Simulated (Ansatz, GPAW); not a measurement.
# Hf2NS2 MXene monolayer in an electric field, part 3 of 3

Aim: the dipole that a field along the normal induces in Hf2NS2 MXene monolayer.

GPAW 26.7.0 and Ansatz 0.2.0; Ansatz plane waves; layer without images along its normal, relaxation of atoms and in-plane cell (the session's first sound run).

So far. Step 5 (Field on): The dipole is now -0.0412 e Å, against -8.8e-4 in the run without a field. Step 8 (In a field): The dipole is now 0.0411 e Å, against -8.8e-4 in the run without a field.

### 9. Field on

Level of this step: GPAW, PAW setups; slab in vacuum (GPAW).

The input, run.py:

```python
import json
import numpy as np
from ase import Atoms
from gpaw import GPAW, PW
from gpaw.external import ConstantElectricField

slab = Atoms(
    ['S', 'Hf', 'N', 'Hf', 'S'],
    positions=[
        [0.00000, 1.96947, 7.00000],
        [1.70561, 0.98473, 8.55499],
        [0.00000, -0.00000, 9.83508],
        [0.00000, 1.96947, 11.11516],
        [1.70561, 0.98473, 12.67016]],
    cell=[[3.41122, -0.0, -0.0], [-1.70561, 2.9542, -0.0], [-0.0, -0.0, 19.6702]],
    pbc=[True, True, False],
    magmoms=[0.0, 1.0, 0.0, 1.0, 0.0])

slab.calc = GPAW(mode=PW(500), xc='PBE', kpts={'size': (12, 12, 1), 'gamma': True},
                 occupations={'name': 'fermi-dirac', 'width': 0.05}, nbands='140%',
                 convergence={'density': 1e-05}, maxiter=200,
                 poissonsolver={'dipolelayer': 'xy'},
                 external=ConstantElectricField(0.2, [0, 0, 1]),
                 symmetry={'tolerance': 1e-3}, txt='slab.txt')
result = {}
energy = slab.get_potential_energy()
fermi = slab.calc.get_fermi_level()
v = slab.calc.get_electrostatic_potential().mean((0, 1)) - fermi
n = slab.calc.get_pseudo_density().mean((0, 1))
L = slab.cell[2, 2]
z = np.arange(len(v)) * L / len(v)
low, high = slab.positions[:, 2].min(), slab.positions[:, 2].max()
below, above = np.interp([low - 4.8, high + 4.8], z, v)
slopes = [np.interp(x, z, np.gradient(v, z)) for x in (low - 4.8, high + 4.8)]
eps = np.array([[slab.calc.get_eigenvalues(k, s) for k in range(len(slab.calc.get_ibz_k_points()))]
                for s in range(slab.calc.get_number_of_spins())]) - fermi
top, bottom = eps[eps < 0].max(), eps[eps > 0].min()
dipole = slab.get_dipole_moment()[2]
print(f'energy {energy:.4f} eV, Fermi level {fermi:.4f} eV, dipole {dipole:.5f} e A')
print(f'potential 4.8 A off the faces, from the Fermi level: lower {below:.4f} eV, upper {above:.4f} eV')
print(f'slope of the potential there: lower {slopes[0]:.5f}, upper {slopes[1]:.5f} eV/A')
print(f'nearest levels on the mesh: {top:.4f} and {bottom:.4f} eV')
print('magnetic moment', round(slab.get_magnetic_moment(), 3))
result.update(energy=energy, fermi=fermi, dipole=dipole, below=below, above=above, slopes=slopes, edges=[top, bottom],
              z=z.tolist(), v=v.tolist(), n=n.tolist(), positions=slab.positions.tolist(),
              forces=slab.get_forces(apply_constraint=False).tolist(), moments=slab.get_magnetic_moments().tolist())
json.dump(result, open('result.json', 'w'))
```

The run is started by

```sh
> OMP_NUM_THREADS=1 OPENBLAS_NUM_THREADS=1 python run.py
```

Output:

```text
energy -38.8103 eV, Fermi level 0.5595 eV, dipole 0.08233 e A
potential 4.8 A off the faces, from the Fermi level: lower 6.2880 eV, upper 4.8098 eV
slope of the potential there: lower -0.00027, upper 0.00025 eV/A
nearest levels on the mesh: -0.0383 and 0.0214 eV
magnetic moment 0.0
```

Run time: 4.9 min. Hardware: 1 thread of Intel Xeon 6975P-C (Granite Rapids), shared host; peak memory 0.74 GiB.

The dipole is now 0.0823 e Å, against -8.8e-4 in the run without a field.

### 10. Field on

run.py: that of step 9 with these lines changed.

```diff
@@ -22,3 +22,3 @@
                  poissonsolver={'dipolelayer': 'xy'},
-                 external=ConstantElectricField(0.2, [0, 0, 1]),
+                 external=ConstantElectricField(0.3, [0, 0, 1]),
                  symmetry={'tolerance': 1e-3}, txt='slab.txt')
```

Output:

```text
energy -38.8206 eV, Fermi level 0.5581 eV, dipole 0.12350 e A
potential 4.8 A off the faces, from the Fermi level: lower 6.6601 eV, upper 4.4426 eV
slope of the potential there: lower -0.00028, upper 0.00024 eV/A
nearest levels on the mesh: -0.0383 and 0.0214 eV
magnetic moment -0.0
```

Elapsed: 4.9 min, on 1 thread; peak memory 0.74 GiB.

The electrostatic potential energy of an electron (without an applied field's), less the Fermi level, planar mean oscillates, so the rows of the table below give means over windows of 1 Å about each position, cut where the curve ends. Its maxima inside the range that stand out by 2 % of the span (Å: eV): 1.3: 6.66, 7.7: -5.32, 9.4: -6.84, 10.3: -7.11, 12.0: -6.54. Its minima: 7.0: -15.1, 8.5: -20.0, 9.8: -11.7, 11.1: -20.7, 12.6: -16.7.

Table of electrostatic potential energy of an electron (without an applied field's), less the Fermi level, planar mean by z; means over each step:

```csv
z (Å),"electrostatic potential energy of an electron (without an applied field's), less the Fermi level, planar mean (eV)"
0,6.24
1,6.66
2,6.66
3,6.66
4,6.65
5,6.54
6,3.87
7,-10.2
8,-10.8
9,-13.0
10,-9.05
11,-16.8
12,-9.52
13,-8.48
14,3.53
15,4.41
16,4.44
17,4.44
18,4.44
19,4.51
```

The dipole is now 0.124 e Å, against -8.8e-4 in the run without a field.

### 11. The series

The members are put on one axis.

This step: induced dipole against applied field (GPAW 26.7.0).

Dipole along the normal against field:

```csv
field (V/Å),dipole along the normal (e·Å)
-0.200,-0.0823
-0.100,-0.0412
-0.050,-0.0206
0.000,-8.8e-4
0.050,0.0206
0.100,0.0411
0.200,0.0823
0.300,0.124
```

### 12. A changed run

One more run, with changed settings.

This step: GPAW, PAW setups; slab in vacuum (GPAW 26.7.0).

run.py: that of step 10 with these lines changed.

```diff
@@ -4,3 +4,2 @@
 from gpaw import GPAW, PW
-from gpaw.external import ConstantElectricField
 
@@ -20,5 +19,4 @@
                  occupations={'name': 'fermi-dirac', 'width': 0.05}, nbands='140%',
-                 convergence={'density': 1e-05}, maxiter=200,
+                 convergence={'density': 1e-05}, maxiter=6,
                  poissonsolver={'dipolelayer': 'xy'},
-                 external=ConstantElectricField(0.3, [0, 0, 1]),
                  symmetry={'tolerance': 1e-3}, txt='slab.txt')
```

Output:

```text
gpaw.KohnShamConvergenceError
```

The job ended after 35 s (1 thread; peak memory 0.34 GiB).

The run stopped without converging, so none of its numbers is a property of the system.

The fault put into the input: too few SCF iterations (maxiter = 6).

### 13. Outcome

* work function, upper and lower face: 5.553 and 5.541 eV
* dipole along the normal: -8.8e-4 e Å
* induced dipole per field: 0.412 e Å per V/Å
* out-of-plane polarisability per area, α/(ε0 A): 7.39 Å

**Reading.** The field induces 0.412 e Å per V/Å, a polarisable thickness α/(ε0 A) of 7.39 Å beside 5.67 Å between the outermost nuclei. A perfect conductor would give the distance between its two image planes; a dielectric of thickness t gives t(1 - 1/ε). The induced dipole is linear in the field over this range. The starting lattice was a guess from atomic radii; the relaxation moved it by 6 %. The small printed dipole stands for a step of 16 meV from the lower to the upper face, and the probes find 13 meV; values this small are near the numerical noise of both. One magnetic start was tried; another order may lie lower. The layer's cell and atoms come from the relaxation; spin-orbit coupling and temperature are left out.

[Logs are printed without paths, hosts, clocks, repeated set-up lines and the standing remarks that a program may print on its own settings, such as how far it seeks lower states.]

[Hosts, paths, dates, database ids (printed as entryN), source tags and the programs' standing remarks are cut or masked in the printed files.]
